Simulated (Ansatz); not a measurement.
## Cl-SnSn-Cl chair monolayer in a perpendicular field

What dipole does a perpendicular field induce in the Cl-SnSn-Cl chair monolayer? A positive field points along +c.

Program: Ansatz 0.2.0. Level of theory: plane-wave DFT, PBE-D3(BJ), Ansatz PAW (set soft_1); PAW set soft_1. Results are calculated unless marked as measured.

This is a report of a sequence of runs, with most program output left out.

**1. The structure**

The cell holds 4 atoms: 2 Cl and 2 Sn. Its edges and angles: a = 4.587 Å, b = 4.587 Å, c = 42.447 Å, α = 90.0°, β = 90.0°, γ = 120.0°. Vacuum lies along c.

**2. Relaxing the slab**

The starting cell is a guess, so the in-plane lattice and the atoms are relaxed first, with the slab cut off from its images along the normal.

The input, input.yaml:

```yaml
crystal:
  lattice:
    - [4.587, 0.0, 0.0]
    - [-2.2935, 3.9724585272, 0.0]
    - [0.0, 0.0, 42.4466666658]
  atoms:
    - { symbol: Cl, position: [0.6666666667, 0.3333333333, 0.4323072091] }
    - { symbol: Sn, position: [0.6666666667, 0.3333333333, 0.4890843411] }
    - { symbol: Sn, position: [0.3333333333, 0.6666666667, 0.5109156589] }
    - { symbol: Cl, position: [0.3333333333, 0.6666666667, 0.5676927909] }
  periodic: [true, true, false]
kpoints:
  mp_grid: { grid: [12, 12, 1] }
hamiltonian:
  xc: pbe
  dispersion: d3bj
  pseudopotentials: { kind: paw, azcp: { folder: soft_1 } }
scf:
  occupations: { method: fermi_dirac, width: 0.05 }
  convergence: { dr2_threshold: 1.0e-09 }
relax:
  f_tol: 0.004
  max_steps: 90
  cell: {}
output:
  write_potential: true
  write_density: true
  volumetric_format: npy
```

The run is started by

```bash
> ansatz run input.yaml --threads 2 --pin off --max-ram 3072MiB --backend cpu --events-out ev --progress --plain --runs-dir out
```

Elapsed: 1.7 min, on 2 threads of Intel Xeon Platinum 8259CL at 2.50GHz (Skylake/Cascade Lake), shared host; peak memory 1.1 GiB.

The steps of the relaxation:

| step | energy less that of the first step (eV) | largest force component (eV/Å) | volume (Å³) |
| --- | --- | --- | --- |
| 1 | 0.0000 | 0.6635 | 773.45 |
| 2 | -0.0809 | 0.3190 | 799.51 |
| 3 | -0.1471 | 0.1373 | 820.20 |
| 4 | -0.1738 | 0.1196 | 849.28 |
| 5 | -0.1790 | 0.0046 | 866.16 |
| 6 | -0.1790 | 0.0005 | 867.82 |
| 7* | -0.1798 | 0.0005 | 867.82 |

Relaxation steps marked * repeat the geometry before them on a plane-wave basis chosen anew for their cell, so energy and pressure can jump there.

The run keeps the 12 symmetry operations that it works with, so distortions that break them were not tested.

```
cell as run  before  after  change
      a (Å)   4.587  4.859  +5.9 %
      b (Å)   4.587  4.859  +5.9 %
```

The atoms that moved most (Å, along periodic axes as changes of fractional coordinates times the final cell, across vacuum about the mean position):

```
atom     dx     dy      dz  length
 Cl4  0.000  0.000  -0.161   0.161
 Cl1  0.000  0.000   0.161   0.161
 Sn2  0.000  0.000   0.122   0.122
 Sn3  0.000  0.000  -0.122   0.122
```

Final coordinates:

```cif
data_structure
_symmetry_space_group_name_H-M 'P 1'
_symmetry_Int_Tables_number 1
_cell_length_a 4.8588
_cell_length_b 4.8588
_cell_length_c 42.4467
_cell_angle_alpha 90.000
_cell_angle_beta 90.000
_cell_angle_gamma 120.000
_cell_volume 867.82
loop_
_atom_site_label
_atom_site_type_symbol
_atom_site_fract_x
_atom_site_fract_y
_atom_site_fract_z
_atom_site_occupancy
Cl1 Cl 0.66667 0.33333 0.43609 1
Sn2 Sn 0.66667 0.33333 0.49195 1
Sn3 Sn 0.33333 0.66667 0.50805 1
Cl4 Cl 0.33333 0.66667 0.56391 1
```

This step gave:

```
energy at zero smearing : -14210.4527 eV
```

The lattice constant a goes from 4.587 to 4.859 Å.

**3. Single point, field 0**

A sawtooth potential applies the field, turning back in the middle of the vacuum. With the dipole correction the typed value is the field outside the slab. The induced dipole is small, so the SCF threshold is tight.

The cell differs from the one that the last finished run ended in (c 42.447 → 23.426 Å).

The input, input.yaml:

```yaml
crystal:
  lattice:
    - [4.8587850712, 0.0, 0.0]
    - [-2.4293925356, 4.2078313032, 0.0]
    - [0.0, 0.0, 23.4256017015]
  atoms:
    - { symbol: Cl, position: [0.6666666667, 0.3333333333, 0.3841950407] }
    - { symbol: Sn, position: [0.6666666667, 0.3333333333, 0.4854086645] }
    - { symbol: Sn, position: [0.3333333333, 0.6666666667, 0.5145913355] }
    - { symbol: Cl, position: [0.3333333333, 0.6666666667, 0.6158049593] }
kpoints:
  mp_grid: { grid: [12, 12, 1] }
  band_path:
    path: [[0, 0, 0], [0.5, 0, 0], [0.33333333, 0.33333333, 0], [0, 0, 0]]
    npoints: 16
hamiltonian:
  xc: pbe
  dispersion: d3bj
  pseudopotentials: { kind: paw, azcp: { folder: soft_1 } }
scf:
  occupations: { method: fermi_dirac, width: 0.02585 }
  convergence: { dr2_threshold: 1.0e-10 }
efield:
  axis: 3
  dipole_correction: true
  ramp_position: 0.97
  ramp_width: 0.06
  amplitude: 0
output:
  dos: { projected: true, e_range: [-6, 5] }
  write_potential: true
  write_density: true
  volumetric_format: npy
  elf: true
```

Run time: 27 s. Hardware: 2 threads; peak memory 0.83 GiB; 53 s of CPU time.

This step gave:

```yaml
energy_at_zero_smearing: -14210.4531 eV
work_function_upper_face: 6.401 eV
dipole_along_the_normal: 6.45e-7 e·Å
```

Running mean over a fixed 2.8 Å (it still follows the layers) of the planar mean; the ramp of the sawtooth is left out. Table of electron's electrostatic potential energy less the Fermi level by z:

```csv
z (Å),electron's electrostatic potential energy less the Fermi level (eV)
3,6.40
4,6.40
5,6.40
6,6.39
7,6.12
8,4.39
9,3.14
10,0.535
11,-2.01
12,-2.87
13,-0.656
14,2.17
15,3.81
16,5.49
17,6.36
18,6.40
19,6.40
20,6.40
```

The density of states has structure finer than the step of the table below, so its rows give means over 0.2 eV, whole bins alone (the curve runs from -6 to 1.99 eV). Peaks (eV: height): -3.35: 8.31, -3.19: 18.7, -2.28: 19.6, -2.17: 43.8, -2.06: 10.7.

Table of density of states by energy, zero at the Fermi level; means over each step:

```
energy (eV)  density of states (states/eV a cell)
       -5.8                                 0.927
       -5.6                                 0.898
       -5.4                                 0.885
       -5.2                                 0.989
       -5.0                                 0.694
       -4.8                                     0
       -4.6                                     0
       -4.4                                     0
       -4.2                                     0
       -4.0                                     0
       -3.8                                     0
       -3.6                                 0.235
       -3.4                                  5.90
       -3.2                                  9.23
       -3.0                                  5.25
       -2.8                                  4.03
       -2.6                                  3.73
       -2.4                                  3.73
       -2.2                                  17.0
       -2.0                                  5.56
       -1.8                                  1.68
       -1.6                                 0.766
       -1.4                                 0.833
       -1.2                                  2.01
       -1.0                                  2.10
       -0.8                                  2.72
       -0.6                                  1.47
       -0.4                                 0.970
       -0.2                                 0.716
        0.0                                 0.222
        0.2                                0.0474
        0.4                                0.0930
        0.6                                 0.147
        0.8                                 0.203
        1.0                                 0.249
        1.2                                 0.552
        1.4                                  1.96
        1.6                                  1.71
        1.8                                 0.964
```

Projected DOS per atom over height of the atomic layer and energy from the Fermi level. Layers: Cl Sn Sn Cl from below.

Ten even steps from '0' (0.0 states/eV) to '9' (6.3 states/eV), each cell a mean:
```
0000
0110
0000
0000
0000
0000
0000
0110
0000
0000
1001
9009
1001
2112
3223
0000
0000
0000
0000
0000
0000
0000
```
Columns: height of the atomic layer (Å) from 9 to 14.4 (not evenly spaced); rows upwards: energy from the Fermi level (eV) from -5.96 to 1.96.

The electronic bands at the labelled points (eV, zero at the Fermi level):

| point | band 18 | band 19 | band 20 | band 21 | band 22 | band 23 | band 24 | band 25 |
| --- | --- | --- | --- | --- | --- | --- | --- | --- |
| Γ | -2.13 | -2.13 | -0.47 | -0.01 | -0.01 | 1.90 | 3.25 | 3.25 |
| halfway | -2.22 | -2.15 | -1.78 | -0.49 | 1.39 | 2.30 | 3.99 | 4.66 |
| M | -2.27 | -2.18 | -2.10 | -0.78 | 1.23 | 3.02 | 3.83 | 6.14 |
| halfway | -2.31 | -2.16 | -2.08 | -1.16 | 2.35 | 3.18 | 3.76 | 5.51 |
| K | -2.34 | -2.11 | -2.11 | -1.36 | 3.41 | 3.41 | 4.35 | 4.35 |
| halfway | -2.20 | -2.19 | -1.85 | -0.78 | 2.12 | 2.43 | 3.42 | 4.94 |
| Γ | -2.13 | -2.13 | -0.47 | -0.01 | -0.01 | 1.90 | 3.25 | 3.25 |

Valence density in the ca plane at fractional y = 0.333, with atoms of Cl and Sn within 0.2 Å of it. It is the smooth field of the valence electrons, not physical close to the nuclei.

Ten steps, logarithmic in the rise over the least value, from '0' (0 e/Å³) to '9' (10 e/Å³), each cell a mean:
```
00000000000000000111111112221100000000000000
00000000000000001344322234432100000000000000
00000000000000012456543467752100000000000000
00000000000000013555653589973100000000000000
00000000000000013555653589973100000000000000
00000000000000013556543478753100000000000000
00000000000000001344322234432100000000000000
00000000000000000122111122221100000000000000
00000000000000000000000011211100000000000000
00000000000000000000000011111100111100000000
00000000000000000000000001111100111100000000
00000000000000000000000001111100111100000000
00000000000000000000000011111100000000000000
```
Columns run along c (16.0 Å, from fractional 0.09 to 0.78 of the cell), rows up along a (4.9 Å). Atoms in or near the plane, at fractional coordinates: Cl at (0.38, 0.67), Sn at (0.49, 0.67).

Electrostatic potential energy in the ca plane at fractional y = 0.333, with atoms of Cl and Sn within 0.2 Å of it. With pseudopotentials it is smooth inside the atoms' cores, unlike the true potential.

Ten even steps from '0' (-32 eV) to '9' (3 eV), each cell a mean:
```
99999999999999999999999877788899999999999999
99999999999999999876888642367899999999999999
99999999999999998400277301116889999999999999
99999999999999997000046049704789999999999999
99999999999999996000035049804789999999999999
99999999999999998300167203215889999999999999
99999999999999999865788632257899999999999999
99999999999999999999998877778899999999999999
99999999999999999999999888888899999999999999
99999999999999999999999988888899999999999999
99999999999999999999999988878889999999999999
99999999999999999999999988888899999999999999
99999999999999999999999988888899999999999999
```
Columns run along c (16.0 Å, from fractional 0.09 to 0.78 of the cell; values clipped at the 3rd and 97th percentile), rows up along a (4.9 Å). Atoms in or near the plane, at fractional coordinates: Cl at (0.38, 0.67), Sn at (0.49, 0.67).

ELF in the ca plane at fractional y = 0.333, with atoms of Cl and Sn within 0.2 Å of it. It is the smooth field of the valence electrons, not physical close to the nuclei.

Ten even steps from '0' (0.00) to '9' (0.88), each cell a mean:
```
00000000000000125788631245665200123321000000
00000000000000147999863233345310000000000000
00000000000000258999984221134410000000000000
00000000000000269965784200024420000000000000
00000000000000269964784200024420000000000000
00000000000000258998984211134410000000000000
00000000000000147999963233345310000000000000
00000000000000135788631245565300023210000000
00000000000000012454310145664211245532000000
00000000000000000000000134554211467652100000
00000000000000000000000124443212477753100000
00000000000000000000000134554211467653100000
00000000000000012343200135664211256542000000
```
Columns run along c (16.0 Å, from fractional 0.09 to 0.78 of the cell), rows up along a (4.9 Å). Atoms in or near the plane, at fractional coordinates: Cl at (0.38, 0.67), Sn at (0.49, 0.67).

The work function of the upper face is 6.40 eV.

**4. Atoms held, field 0.1 V/Å**

Edit input.yaml of step 3 so:

```diff
@@ -25,7 +25,6 @@
   dipole_correction: true
-  ramp_position: 0.97
-  ramp_width: 0.06
-  amplitude: 0
+  ramp_position: 0.9454
+  ramp_width: 0.1093
+  amplitude: 0.1
 output:
-  dos: { projected: true, e_range: [-6, 5] }
   write_potential: true
@@ -33,2 +32 @@
   volumetric_format: npy
-  elf: true
```

Elapsed: 26 s, on 2 threads; peak memory 0.73 GiB.

The dipole is 0.0634 e·Å.

**5. Atoms held, field -0.1 V/Å**

Edit input.yaml of step 4 so:

```diff
@@ -27,3 +27,3 @@
   ramp_width: 0.1093
-  amplitude: 0.1
+  amplitude: -0.1
 output:
```

Elapsed: 26 s, on 2 threads; peak memory 0.72 GiB; 51 s of CPU time.

The dipole is -0.0634 e·Å.

**6. Response, atoms held**

This step: plane-wave DFT, PBE-D3(BJ), Ansatz PAW (set soft_1); response to a field along the normal, atoms held; PAW set soft_1 (Ansatz 0.2.0).

The dipoles give the slope, and the difference of two potentials shows where the field is screened.

This step gave:

* equivalent conductor thickness p/(ε₀AE): 5.609 Å
* distance between the outer atoms: 5.426 Å

The dipole of the cell by applied field:

```
applied field (V/Å)  dipole of the cell (e·Å)
            -0.1000                   -0.0634
             0.0000                    6.5e-7
             0.1000                    0.0634
```

Local field over the applied field, running mean. From the potentials at -0.1 and 0.1 V/Å; running mean over 2.5 Å. Local field over applied field against z:

```csv
z (Å),local field over applied field
4.5,1.000
5.0,0.999
5.5,0.998
6.0,0.992
6.5,0.971
7.0,0.914
7.5,0.802
8.0,0.662
8.5,0.520
9.0,0.395
9.5,0.313
10.0,0.260
10.5,0.203
11.0,0.157
11.5,0.142
12.0,0.142
12.5,0.162
13.0,0.212
13.5,0.267
14.0,0.323
14.5,0.411
15.0,0.541
15.5,0.683
16.0,0.822
16.5,0.926
17.0,0.976
17.5,0.993
18.0,0.998
18.5,1.000
19.0,1.000
```

Electrons, planar mean, per unit field. Induced electron density against z:

z (Å), induced electron density (e/Å³ per V/Å) and a bar from the least value:
```
     4.10    0.00000 ###############
     4.54    0.00000 ###############
     4.98    0.00000 ###############
     5.27    0.00000 ###############
     5.71    0.00001 ###############
     6.15    0.00004 ###############
     6.59    0.00014 ################
     7.03    0.00042 #################
     7.32    0.00083 ###################
     7.76    0.00202 ########################
     8.20    0.00338 ##############################
     8.64    0.00227 #########################
     9.08    0.00018 ################
     9.52    0.00043 #################
     9.81   -0.00041 #############
    10.25   -0.00067 ############
    10.69    0.00140 #####################
    11.13    0.00240 ##########################
    11.57    0.00066 ##################
    11.86   -0.00066 ############
    12.30   -0.00240 ####
    12.74   -0.00140 #########
    13.18    0.00067 ##################
    13.62    0.00041 #################
    13.91   -0.00043 #############
    14.35   -0.00018 ##############
    14.79   -0.00227 #####
    15.23   -0.00338 
    15.67   -0.00202 ######
    16.11   -0.00083 ###########
    16.40   -0.00042 #############
    16.84   -0.00014 ##############
    17.28   -0.00004 ###############
    17.72   -0.00001 ###############
    18.15    0.00000 ###############
    18.45    0.00000 ###############
    18.89    0.00000 ###############
    19.33    0.00000 ###############
```

By hand: between -0.1 and 0.1 V/Å the dipole changes by 0.1268 e·Å, a slope of 0.6338 e·Å²/V. A perfect conductor of thickness t has p = ε₀AEt, so t = 180.95 × 0.6338 / 20.445 = 5.61 Å (e/ε₀ = 180.95 V·Å, A in Å²).

The induced dipole is that of a conductor 5.61 Å thick.

**7. Results**

| Property | Result |
| --- | --- |
| gap without field | none |
| work function, upper face | 6.40 eV |
| equivalent conductor thickness, atoms held | 5.61 Å |

The induced dipole equals that of a perfect conductor 5.61 Å thick, while the outer atoms lie 5.43 Å apart. There is no gap over 0.03 eV, with or without the field. Spin-orbit coupling is left out, which matters for the bands of elements this heavy.

[Logs are printed without paths, hosts, clocks, repeated set-up lines and the standing remarks that a program may print on its own settings, such as how far it seeks lower states.]

[Hosts, paths, dates, database ids (printed as entryN), source tags and the programs' standing remarks are cut or masked in the printed files.]

[Maps of the electrostatic potential energy from Ansatz leave out the sawtooth potential of an applied field or a dipole correction, so their vacuum need not be flat; planar profiles and work functions include it.]

[The density of states shown here was stored with 400 of the rows of the run's finer table, so its peaks can read low, often by over a quarter, or be missed, and its means over a window can be off by a tenth or more.]
